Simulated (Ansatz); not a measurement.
## What SrTiSe3 (built on the sites of a database entry of CaTiO3) distorts into

Which phase does SrTiSe3 (built on the sites of a database entry of CaTiO3) fall into along its unstable mode, and how much energy does it gain?

Calculated with Ansatz 0.2.0; DFT LDA, scalar-relativistic, plane waves, PAW.

The structure was built from a prototype and need not be the compound's stable phase.

## Step 1: Set-up

It takes space group Pm-3m (No. 221, cubic). Conventional cell: a = 4.900 Å, b = 4.900 Å, c = 4.900 Å, α = 90.00°, β = 90.00°, γ = 90.00°. Nearest to Sr lie 12 Se at 3.46 Å. Nearest to Ti lie 6 Se at 2.45 Å. Nearest to Se lie 2 Ti at 2.45 Å and 4 Sr at 3.46 Å. Farther neighbours and most contacts between anions are not listed.

## Step 2: The dispersion

The cell comes from relaxations at this level that are not shown. Stability and thermal properties need the whole zone. Linear response on a 2×2×2 q mesh gives force constants as far as a supercell of that size would.

input.yaml reads:

```yaml
crystal:
  lattice:
    - [4.899528169, 0.0, 0.0]
    - [0.0, 4.899528169, 0.0]
    - [0.0, 0.0, 4.899528169]
  atoms:
    - { symbol: Sr, position: [0.0, 0.0, 0.0] }
    - { symbol: Ti, position: [0.5, 0.5, 0.5] }
    - { symbol: Se, position: [0.0, 0.5, 0.5] }
    - { symbol: Se, position: [0.5, 0.0, 0.5] }
    - { symbol: Se, position: [0.5, 0.5, 0.0] }
kpoints:
  mp_grid: { grid: [6, 6, 6] }
hamiltonian:
  xc: lda
scf:
  occupations: { method: methfessel_paxton, width: 0.15 }
output:
  eigenvalues: true
phonons:
  method: dfpt
  qmesh: [2, 2, 2]
  temperatures: { t_max: 1000, t_step: 50 }
  qpath:
    path:
      - [[0.0, 0.0, 0.0], [0.0, 0.5, 0.0], [0.5, 0.5, 0.0], [0.0, 0.0, 0.0], [0.5, 0.5, 0.5], [0.0, 0.5, 0.0]]
      - [[0.5, 0.5, 0.5], [0.5, 0.5, 0.0]]
    npoints: 10
```

Command:

```sh
$ ansatz run input.yaml --threads 8 --pin off --max-ram 14336MiB --backend cpu --events-out ev --progress --plain --runs-dir out
```

Numbers of over 12 decimals in the logs are rounded to 6 here.

Log:

```text
Engine: ansatz 0.2.0, aarch64-unknown-linux-gnu
Pseudopotentials: kind: paw
Pseudopotential: Sr, paw, valence charge 10, recommended cutoff 420 eV (normal), Sr.paw.azcp
Pseudopotential: Ti, paw, valence charge 12, recommended cutoff 420 eV (normal), Ti.paw.azcp
Pseudopotential: Se, paw, valence charge 16, recommended cutoff 420 eV (normal), Se.paw.azcp
Functional definition: SPW92
  exchange = slater_x
  correlation = pw_c
Crystal: 5 atoms, lattice volume = 117.615 Å³
Basis set: ecut = 420 eV, 2325 PW (Γ), exchange–correlation on 72×72×72 points (8 copies of the dense FFT grid, shifted against one another)
Bands: 42, of which v1, the nominal top of the filled ones, is band 35 counted from 1 (34 counted from 0)
Symmetry: 48 space group operations
k-points: 20 of 216
Non-local potential: Sr, projectors of the file, l = 0: 3, l = 1: 2, l = 2: 2
Non-local potential: Ti, projectors of the file, l = 0: 3, l = 1: 2, l = 2: 3, l = 3: 1
Non-local potential: Se, projectors of the file, l = 0: 2, l = 1: 2, l = 2: 3, l = 3: 1
PAW form: soft (Blöchl's): semilocal exchange-correlation on the pseudo side does not see the compensation charge
PAW frozen core: Sr, regenerated for the run's functional, and the local potential with it (the file was generated under x = pbe(κ = 0.804, μ = 0.219515), c = pbe(β = 0.066725))
PAW frozen core: Ti, regenerated for the run's functional, and the local potential with it (the file was generated under x = pbe(κ = 0.804, μ = 0.219515), c = pbe(β = 0.066725))
PAW frozen core: Se, regenerated for the run's functional, and the local potential with it (the file was generated under x = pbe(κ = 0.804, μ = 0.219515), c = pbe(β = 0.066725))
PAW one-centre angular grid: Sr, 110 points (default); XC on 64 Gauss nodes
PAW one-centre angular grid: Ti, 590 points (default); XC on 64 Gauss nodes
PAW one-centre angular grid: Se, 590 points (default); XC on 64 Gauss nodes
Initial density: superposition of atomic densities (neutral atoms: chi_scale 0, normalization atom), corrected by the library's trained network
Initial wavefunctions: pseudopotential atomic-orbital guess
Functional: x = slater, c = lda
SCF iter   1: F=—  HF=-22051.143897 eV  |F-HF|=—  |Δ(HF+E_count)|=         —  Δρ=4.70e-3  dr2=1.34e-2  ethr=1.77e-3  ⟨swp⟩=7.3  Hψ=3379  notcnv=0
preconditioner: auto → Resta (q_TF=auto, 2.502 Å⁻¹)  ε∞=4.5  [insulator: Δε(μ)=0.211 eV  Ē_g=10.064 eV  σ=0.150 eV  W_gap=0.92  n_scr=26 (ndim 8)  ℏωp=18.8 eV  f_vac=0.013  D(μ)=0.19/eV (n_scr^D=0)  ε∞_Penn≈4.5]
SCF iter   2: F=—  HF=-22051.144091 eV  |F-HF|=—  |Δ(HF+E_count)|=   1.93e-4  S|Δr|=    0.00e0  Δρ=2.94e-3  dr2=6.20e-3  ethr=1.91e-5  ⟨swp⟩=3.0  Hψ=1805  notcnv=0  defer=1
SCF iter   3: F=—  HF=-22051.144113 eV  |F-HF|=—  |Δ(HF+E_count)|=   2.27e-5  S|Δr|=    0.00e0  Δρ=1.92e-3  dr2=6.69e-3  ethr=8.85e-6  ⟨swp⟩=2.0  Hψ=1493  notcnv=0  defer=1
SCF iter   4: F=—  HF=-22051.143213 eV  |F-HF|=—  |Δ(HF+E_count)|=   9.00e-4  S|Δr|=    0.00e0  Δρ=3.69e-4  dr2=2.20e-4  ethr=8.85e-6  ⟨swp⟩=2.0  Hψ=912  notcnv=0  defer=1
SCF iter   5: F=—  HF=-22051.143192 eV  |F-HF|=—  |Δ(HF+E_count)|=   2.13e-5  S|Δr|=    0.00e0  Δρ=1.12e-4  dr2=1.93e-5  ethr=3.15e-7  ⟨swp⟩=2.0  Hψ=898  notcnv=0  defer=1
SCF iter   6: F=—  HF=-22051.143184 eV  |F-HF|=—  |Δ(HF+E_count)|=   7.50e-6  S|Δr|=    0.00e0  Δρ=2.04e-5  dr2=7.73e-7  ethr=2.75e-8  ⟨swp⟩=2.0  Hψ=1176  notcnv=0  defer=1
SCF iter   7: F=—  HF=-22051.143186 eV  |F-HF|=—  |Δ(HF+E_count)|=   1.33e-6  S|Δr|=    0.00e0  Δρ=6.55e-6  dr2=6.92e-8  ethr=1.10e-9  ⟨swp⟩=2.4  Hψ=1471  notcnv=0  defer=1
SCF iter   8: F=—  HF=-22051.143186 eV  |F-HF|=—  |Δ(HF+E_count)|=   2.07e-8  S|Δr|=    0.00e0  Δρ=1.52e-6  dr2=2.24e-9  ethr=9.89e-11  ⟨swp⟩=2.0  Hψ=1482  notcnv=0  defer=1
SCF iter   9: F=—  HF=-22051.143186 eV  |F-HF|=—  |Δ(HF+E_count)|=  2.55e-11  S|Δr|=    0.00e0  Δρ=5.08e-7  dr2=4.19e-10  ethr=3.19e-12  ⟨swp⟩=2.5  Hψ=1566  notcnv=0  defer=1
SCF iter  10: F=-22051.143186 eV  HF=-22051.143186 eV  |F-HF|=1.09e-11  |Δ(HF+E_count)|=  5.82e-11  S|Δr|=    0.00e0  Δρ=7.18e-8  dr2=7.74e-12  ethr=1.00e-12  ⟨swp⟩=9.5  Hψ=4599  notcnv=0
SCF 1 converged in 10 iterations: F = -22051.143186 eV  dr2 = 7.74e-12
  greatest PAW one-centre occupation: 1.000 electrons in one spin orbital (limit 2), on the Se atom at site 2 (counted from 0), in its partial waves of l = 2
Initial density: read from a saved state, or passed on in memory by an earlier SCF of this step, an earlier step, the calling program or the single point that the run made first
iter 1 solved again at ethr=4.14e-7 eV; its pass at ethr=3.10e-3 eV (dr2=2.90e-4 eV) is discarded
SCF iter   1: F=—  HF=-22051.143188 eV  |F-HF|=—  |Δ(HF+E_count)|=         —  Δρ=1.38e-6  dr2=2.39e-9  ethr=4.14e-7  ⟨swp⟩=3.5  Hψ=5428  notcnv=0
eigensolver tolerance schedule: the retry pair's looser diagonalisation over-reported the residual by 121229.69 of it (diagonalisation noise at an unbounded share of the residual, at the tolerance the schedule requests for it); recorded, not acted on — ethr = c·dr2/N_el stays at c = 1.0e-1
preconditioner: auto → Resta (q_TF=auto, 2.502 Å⁻¹)  ε∞=4.5  [insulator: Δε(μ)=0.213 eV  Ē_g=10.065 eV  σ=0.150 eV  W_gap=0.93  n_scr=26 (ndim 8)  ℏωp=18.8 eV  f_vac=0.006  D(μ)=0.19/eV (n_scr^D=0)  ε∞_Penn≈4.5]
SCF iter   2: F=—  HF=-22051.143186 eV  |F-HF|=—  |Δ(HF+E_count)|=   1.82e-6  S|Δr|=    0.00e0  Δρ=6.89e-7  dr2=4.46e-10  ethr=3.42e-12  ⟨swp⟩=4.7  Hψ=2798  notcnv=0
SCF iter   3: F=—  HF=-22051.143186 eV  |F-HF|=—  |Δ(HF+E_count)|=  9.82e-11  S|Δr|=    0.00e0  Δρ=4.44e-7  dr2=2.06e-10  ethr=1.00e-12  ⟨swp⟩=1.0  Hψ=840  notcnv=0
SCF iter   4: F=—  HF=-22051.143186 eV  |F-HF|=—  |Δ(HF+E_count)|=  5.46e-11  S|Δr|=    0.00e0  Δρ=2.41e-7  dr2=6.93e-11  ethr=1.00e-12  ⟨swp⟩=1.0  Hψ=840  notcnv=0
SCF iter   5: F=—  HF=-22051.143186 eV  |F-HF|=—  |Δ(HF+E_count)|=  1.09e-11  S|Δr|=    0.00e0  Δρ=1.46e-7  dr2=2.74e-11  ethr=1.00e-12  ⟨swp⟩=1.0  Hψ=840  notcnv=0
SCF iter   6: F=-22051.143186 eV  HF=-22051.143186 eV  |F-HF|=0.00e0  |Δ(HF+E_count)|=  3.64e-12  S|Δr|=    0.00e0  Δρ=6.71e-8  dr2=5.97e-12  ethr=1.00e-12  ⟨swp⟩=1.9  Hψ=1940  notcnv=0
SCF 2 converged in 6 iterations: F = -22051.143186 eV  dr2 = 5.97e-12
phonons: the bands overlap, so this run is a metal and interpolates without the dipole-dipole term. If the crystal is really an insulator or semiconductor, its LO-TO splitting is missing
NSCF: frozen V_eff on 20 k-points
WARN: eigensolver did not converge (k=9): 1 band(s) unlocked after 20 sweeps at ethr=1.37e-12 eV (storage-precision floor; scheduled 1.00e-12 eV) (lowest unlocked band 41, counted from 0; max residual 1.10e-5 eV among the unlocked bands, 1.10e-5 eV over every band; other slots of this pass that fall short are told together in one closing line; warning suppressed until the next SCF loop or pass starts)
NSCF: frozen V_eff on 64 k-points
DFPT response loops at q = (0, 0, 0) (fractional): preconditioner auto → Kerker (q_TF=auto, 2.502 Å⁻¹) (partly filled bands, converged f_vac=0.006); β = 1.00, the filter's whole step (`scf.mixing.beta` (0.50) is not read by the response loops under this deck's `scf.mixing.preconditioner`; to damp them name `kerker` or `kerker_dos`, under which they read `scf.mixing.beta`, and type it under 1.00, their step now; both keys bind the ground state too); Broyden in place of MSR1
NSCF: frozen V_eff on 128 k-points
DFPT response loops at q = (0, 0, -0.5) (fractional): mixed as the last ones told, above
NSCF: frozen V_eff on 128 k-points
DFPT response loops at q = (0, -0.5, -0.5) (fractional): mixed as the last ones told, above
NSCF: frozen V_eff on 128 k-points
DFPT response loops at q = (-0.5, -0.5, -0.5) (fractional): mixed as the last ones told, above
SCF converged after 10 iterations
Stability not checked: this state was not tested for a lower state beside it, because cold or Methfessel-Paxton smearing, or corrected tetrahedra, fill the levels in a way that the test cannot read (fill_not_monotonic; see scf.lower_state_search)
Free energy (F): -22051.143186 eV
Harris-Foulkes:  -22051.143186 eV  (|F-HF|=1.09e-11)
Internal energy: -22051.146279 eV  (E = F + TS)
E sigma→0 (E₀):  -22051.143959 eV
Entropy (-TS):   0.003093 eV (0.619 meV/atom)
Fermi energy:    9.657754 eV
Step filling:    the computed levels leave a gap of 0.2134 eV = 1.4 smearing widths at the electron count; against every level under it full and every level over it empty, smearing changes F+E_penalty+E_count by +1.144 meV and its σ→0 estimate by +0.371 meV
--- Per-component energies (eV) ---
  E_band       = -1368.818079
  E_kinetic    = 880.869463
  E_local      = -9312.004921  (includes V_loc(G=0)·N_el)
  E_nonlocal   = -1553.510628
  E_hartree    = 4385.132798
  E_xc         = -583.050362
  E_vxc        = -584.138233  (∫ρ·V_xc dr)
  E_paw        = -9074.601998  (= ΣΔE_a)
  E_vpaw       = 429.702584  (= ΣTr[D̂ρ^β])
  E_aug_tail   = -0.001745  (compensation charges beyond the density's cutoff)
  E_ewald      = -6801.251060
  E_core_change = 7.272173  (= ΣΔE_core)
  E_smearing   = 0.003093  (= −TS)
  E_closure    = -0.000000  (closes the sum)
  Σ components = -22051.143186   (vs F -22051.143186, Δ=0.00e0)
--- Band table (eV; the first three rows and the last of 20) ---
  k-point 0: bands = [... 31 lower, 8.2728, 9.2052, 9.2052, 9.2052, 9.3916, 9.3916, 9.3916, 10.6225, ... 3 higher]
  k-point 1: bands = [... 31 lower, 7.9419, 8.3777, 9.0389, 9.0389, 9.2319, 10.0923, 10.0923, 10.6967, ... 3 higher]
  k-point 2: bands = [... 31 lower, 7.0951, 7.4480, 8.9142, 8.9142, 9.2873, 10.7545, 10.8538, 10.8538, ... 3 higher]
  k-point 19: bands = [... 31 lower, 5.9772, 9.9461, 9.9461, 9.9461, 11.1176, 11.1176, 11.1176, 11.6487, ... 3 higher]
--- Phonons (Γ-DFPT): 4 representative perturbations + reference (Σ response iterations 12) ---
  ASR residual: 2.151e-4 → 0.000e0 eV/Å²; symmetrization residual: 1.206e-5 eV/Å²
  ASR residual per site (eV/Å²): 2.15e-4 1.07e-5 1.12e-5 1.12e-5 1.12e-5
  Γ frequencies (cm⁻¹): -22.78 -22.78 -22.78 0.00 0.00 0.00 38.16 38.16 38.16 64.12 64.12 64.12 268.84 268.84 268.84
--- Phonons (arbitrary-q DFPT): 4 irreducible q on the 2×2×2 mesh ---
  q = [0.0000, 0.0000, 0.0000] (star 1, of the zone-centre solve; hermiticity 1.87e-6, symmetrization 5.33e-12): -22.78 -22.78 -22.78 0.00 0.00 0.00 38.16 38.16 38.16 64.12 64.12 64.12 268.84 268.84 268.84
  q = [0.0000, 0.0000, -0.5000] (star 3, 9 solved perturbations in 504 linear systems a pass and spin channel, the states on 64 of 216 k-point pairs; hermiticity 1.56e-6, symmetrization 4.89e-12): -26.12 -26.12 -3.59 -3.59 52.08 52.08 68.76 72.29 84.02 84.02 94.05 249.07 251.22 264.61 264.61
  q = [0.0000, -0.5000, -0.5000] (star 3, 9 solved perturbations in 504 linear systems a pass and spin channel, the states on 64 of 216 k-point pairs; hermiticity 1.80e-6, symmetrization 8.03e-13): -76.18 -50.49 12.82 12.82 26.04 77.48 77.48 84.53 84.53 131.66 173.37 246.53 246.53 260.45 266.38
  q = [-0.5000, -0.5000, -0.5000] (star 1, 4 solved perturbations in 184 linear systems a pass and spin channel, the states on 64 of 216 k-point pairs; hermiticity 1.75e-6, symmetrization 5.69e-12): -81.53 -81.53 -81.53 19.19 19.19 19.19 126.03 126.03 126.03 137.98 137.98 246.98 246.98 246.98 281.51
  sum rule: each row above includes the acoustic sum rule's correction from the zone centre's row sums; it moved no ω² by more than (0.82 cm⁻¹)²
  mesh force constants: q→R imaginary residual 3.93e-18; ASR residual 2.151e-4 → 0.000e0 eV/Å²; symmetrization residual 1.243e-14 eV/Å²
  interpolated dispersion: 62 rows × 15 modes
  density of states and harmonic sums: on the 14×14×14 q-mesh, interpolated from the force constants of a 2×2×2 supercell (no non-analytic term)
  largest difference from the sums on the solved wave vectors: F 4.27e-1 eV, S 5.51e-4 and C_V 1.25e-4 eV/K
  zero-point energy: 0.099867 eV/cell   skipped modes (ω ≤ 0): 250, of them read as no rigid motion or as one in doubt: 247 (1.929e0 modes/cell left out, lowest -81.53 cm⁻¹)   left out of the sums: 1.29e-1 of the cell's modes: C_V's classical limit lies that fraction below 3 k_B per atom; for a crystal, a wire or a layer, F and S can be off by more, and a phonons.interpolated_qmesh denser along its periods is the remedy for the sampling
```

Elapsed: 97 s, on 8 threads of Arm Neoverse V2, shared host; peak memory 1.3 GiB; 12 min of CPU time.

This step gave:

```
volume per atom                                         : 23.52 Å³
gap on the k-mesh                                       : 0 eV
sum-rule residual before enforcement                    : 2.15e-4 eV/Å²
lowest frequency on the path                            : -81.53 cm⁻¹
point group                                             : m-3m
highest frequency on the path or at a solved wavevector : 288.7 cm⁻¹
highest optical mode at the zone centre (no LO-TO term) : 268.8 cm⁻¹
lowest optical zone-centre mode                         : -22.78 cm⁻¹
lowest mode on the q mesh (acoustic modes at Γ apart)   : -81.53 cm⁻¹
```

Frequencies (cm⁻¹) solved at each irreducible wavevector; negative means imaginary. Frequencies by wavevector, by row:

| q in reciprocal lattice units | star | mode 1 | mode 2 | mode 3 | mode 4 | mode 13 | mode 14 | mode 15 |
| --- | --- | --- | --- | --- | --- | --- | --- | --- |
| 0 0 0 | 1 | -22.8 | -22.8 | -22.8 | 0 | 268.8 | 268.8 | 268.8 |
| 0 0 -0.5 | 3 | -26.1 | -26.1 | -3.6 | -3.6 | 251.2 | 264.6 | 264.6 |
| 0 -0.5 -0.5 | 3 | -76.2 | -50.5 | 12.8 | 12.8 | 246.5 | 260.4 | 266.4 |
| -0.5 -0.5 -0.5 | 1 | -81.5 | -81.5 | -81.5 | 19.2 | 247 | 247 | 281.5 |

Interpolated from a 2×2×2 q mesh. The phonon branches at the labelled points (cm⁻¹):

| point | branch 1 | branch 2 | branch 3 | branch 4 | branch 12 | branch 13 | branch 14 | branch 15 |
| --- | --- | --- | --- | --- | --- | --- | --- | --- |
| Γ | -23 | -23 | -23 | 0 | 64 | 269 | 269 | 269 |
| halfway | -20 | -20 | 10 | 10 | 165 | 267 | 267 | 270 |
| X | -26 | -26 | -4 | -4 | 249 | 251 | 265 | 265 |
| halfway | -44 | -38 | 10 | 18 | 228 | 248 | 263 | 274 |
| M | -76 | -50 | 13 | 13 | 246 | 246 | 260 | 266 |
| halfway | -29 | -24 | 13 | 32 | 168 | 255 | 265 | 278 |
| Γ | -23 | -23 | -23 | 0 | 64 | 269 | 269 | 269 |
| halfway | -34 | -29 | -29 | 16 | 172 | 251 | 251 | 286 |
| R | -82 | -82 | -82 | 19 | 247 | 247 | 247 | 282 |
| halfway | -52 | -40 | -32 | 10 | 216 | 247 | 247 | 286 |
| X | -26 | -26 | -4 | -4 | 249 | 251 | 265 | 265 |
| jump to R | -82 | -82 | -82 | 19 | 247 | 247 | 247 | 282 |
| halfway | -79 | -49 | -49 | 18 | 230 | 247 | 247 | 284 |
| M | -76 | -50 | 13 | 13 | 246 | 246 | 260 | 266 |

Symmetry leaves 4 wavevectors to solve. The lowest mode among them, the acoustic zeros apart, lies at q = (-0.5, -0.5, -0.5) and is imaginary, 81.5i cm⁻¹, so the energy falls along it.

## Step 3: The mode frozen in, largest atomic shift 0 Å

The mode followed lies at q = (-0.5, -0.5, -0.5) with frequency 81.5i cm⁻¹ and is 3-fold degenerate, the softest among the wavevectors solved. At small amplitude the distorted cell has space group no. 140 by a symmetry search on the positions. The undistorted cell that holds it gives the zero of energy on the same k mesh.

System of this step: SrTiSe3 (built on the sites of a database entry of CaTiO3). Symmetry: Pm-3m, No. 221, cubic system. The conventional cell has a = 4.900 Å, b = 4.900 Å, c = 4.900 Å, α = 90.00°, β = 90.00°, γ = 90.00°. Sr has 12 Se at 3.46 Å nearest. Nearest to Ti lie 6 Se at 2.45 Å. Se has 2 Ti at 2.45 Å and 4 Sr at 3.46 Å nearest. Farther neighbours and most contacts between anions are not listed.

input.yaml reads:

```yaml
crystal:
  lattice:
    - [4.899528169, 4.899528169, 0.0]
    - [4.899528169, 0.0, 4.899528169]
    - [4.899528169, 0.0, -4.899528169]
  atoms:
    - { symbol: Sr, position: [0.0, 0.0, 0.0] }
    - { symbol: Sr, position: [0.0, 0.5, 0.5] }
    - { symbol: Ti, position: [0.5, 0.25, 0.75] }
    - { symbol: Ti, position: [0.5, 0.75, 0.25] }
    - { symbol: Se, position: [0.5, 0.0, 0.5] }
    - { symbol: Se, position: [0.5, 0.5, 0.0] }
    - { symbol: Se, position: [0.0, 0.5, 0.0] }
    - { symbol: Se, position: [0.0, 0.0, 0.5] }
    - { symbol: Se, position: [0.5, 0.0, 0.0] }
    - { symbol: Se, position: [0.5, 0.5, 0.5] }
kpoints:
  mp_grid: { grid: [6, 6, 6] }
hamiltonian:
  xc: lda
scf:
  occupations: { method: methfessel_paxton, width: 0.15 }
output:
  forces: true
  stress: true
  eigenvalues: true
```

Log:

```text
[...]
Crystal: 10 atoms, lattice volume = 235.230 Å³
Basis set: ecut = 420 eV, 4645 PW (Γ)
Bands: 84, of which v1, the nominal top of the filled ones, is band 70 counted from 1 (69 counted from 0)
Symmetry: 96 space group operations
[...]
k-points: 16 of 216
[...]
k-point 0: bands = [... 66 lower, 9.2123, 9.3917, 9.3917, 9.3917, 9.9453, 9.9453, 9.9453, 10.6311, ... 10 higher]
  k-point 1: bands = [... 66 lower, 9.0189, 9.5909, 9.5909, 9.6779, 9.6846, 9.6846, 9.7936, 10.9736, ... 10 higher]
  k-point 2: bands = [... 66 lower, 8.6597, 8.9734, 8.9734, 9.4212, 9.9872, 10.1214, 10.1214, 10.6849, ... 10 higher]
  k-point 15: bands = [... 66 lower, 8.1200, 8.1597, 8.2530, 9.3153, 10.0574, 10.7596, 10.8339, 11.0033, ... 10 higher]
[key lines of the parts left out:]
SCF converged after 8 iterations
Free energy (F): -44102.218478 eV
Fermi energy:    9.668473 eV
P = ⅓ Tr σ = 0.0901 GPa (0.901 kbar)
```

It took 2.5 s on 8 threads; peak memory 1.2 GiB; 17 s of CPU time.

Numbers from this step:

```
pressure                         : 0.09015 GPa
energy from the undistorted cell : 0 meV/atom
```

The run ends at a pressure of 0.09 GPa.

## Step 4: The mode frozen in, largest atomic shift 0.6 Å

The atoms are moved along the unstable eigenvector, the largest shift by 0.6 Å, with the cell fixed.

input.yaml, the sections that differ from step 3:

```yaml
crystal:
  lattice:
    - [4.899528169, 4.899528169, 0.0]
    - [4.899528169, 0.0, 4.899528169]
    - [4.899528169, 0.0, -4.899528169]
  atoms:
    - { symbol: Sr, position: [0.0, 0.0, 0.0] }
    - { symbol: Sr, position: [0.0, 0.5, 0.5] }
    - { symbol: Ti, position: [0.5, 0.25, 0.75] }
    - { symbol: Ti, position: [0.5, 0.75, 0.25] }
    - { symbol: Se, position: [0.5, -0.0612303858, 0.5612303858] }
    - { symbol: Se, position: [0.5, 0.5612303858, -0.0612303858] }
    - { symbol: Se, position: [0.0, 0.5, 0.0] }
    - { symbol: Se, position: [0.0, 0.0, 0.5] }
    - { symbol: Se, position: [0.5, 0.0612303858, 0.0612303858] }
    - { symbol: Se, position: [0.5, 0.4387696142, 0.4387696142] }
# kpoints, hamiltonian, scf, output: as in step 3
```

Log:

```text
[...]
Crystal: 10 atoms, lattice volume = 235.230 Å³
Basis set: ecut = 420 eV, 4645 PW (Γ)
Bands: 84, of which v1, the nominal top of the filled ones, is band 70 counted from 1 (69 counted from 0)
Symmetry: 16 space group operations
[...]
k-points: 30 of 216
[...]
k-point 0: bands = [... 66 lower, 8.7185, 9.0502, 9.2993, 9.2993, 9.3122, 9.7643, 9.7643, 10.0816, ... 10 higher]
  k-point 1: bands = [... 66 lower, 8.8304, 8.8880, 9.0427, 9.0867, 9.6843, 9.6918, 9.7356, 10.3686, ... 10 higher]
  k-point 2: bands = [... 66 lower, 8.5689, 8.6610, 8.8003, 8.9241, 9.8686, 9.8824, 10.0544, 10.4936, ... 10 higher]
  k-point 29: bands = [... 66 lower, 7.3776, 8.3123, 9.0535, 9.0535, 9.3698, 10.0079, 10.5428, 10.5428, ... 10 higher]
[key lines of the parts left out:]
SCF converged after 9 iterations
Free energy (F): -44102.937075 eV
Fermi energy:    9.273978 eV
P = ⅓ Tr σ = -0.8293 GPa (-8.293 kbar)
```

Wall time 4.5 s (8 threads); peak memory 1.3 GiB.

This step gave:

- pressure: -0.8293 GPa
- energy from the undistorted cell: -72.3 meV/atom

The energy, extrapolated to zero smearing, is -72.30 meV/atom against the undistorted cell.

The run ends at a pressure of -0.83 GPa, with forces up to 0.064 eV/Å.

(Continued in part 2 of 2.)

[Logs are printed without paths, hosts, clocks, repeated set-up lines and the standing remarks that a program may print on its own settings, such as how far it seeks lower states.]

[Hosts, paths, dates, database ids (printed as entryN), source tags and the programs' standing remarks are cut or masked in the printed files.]
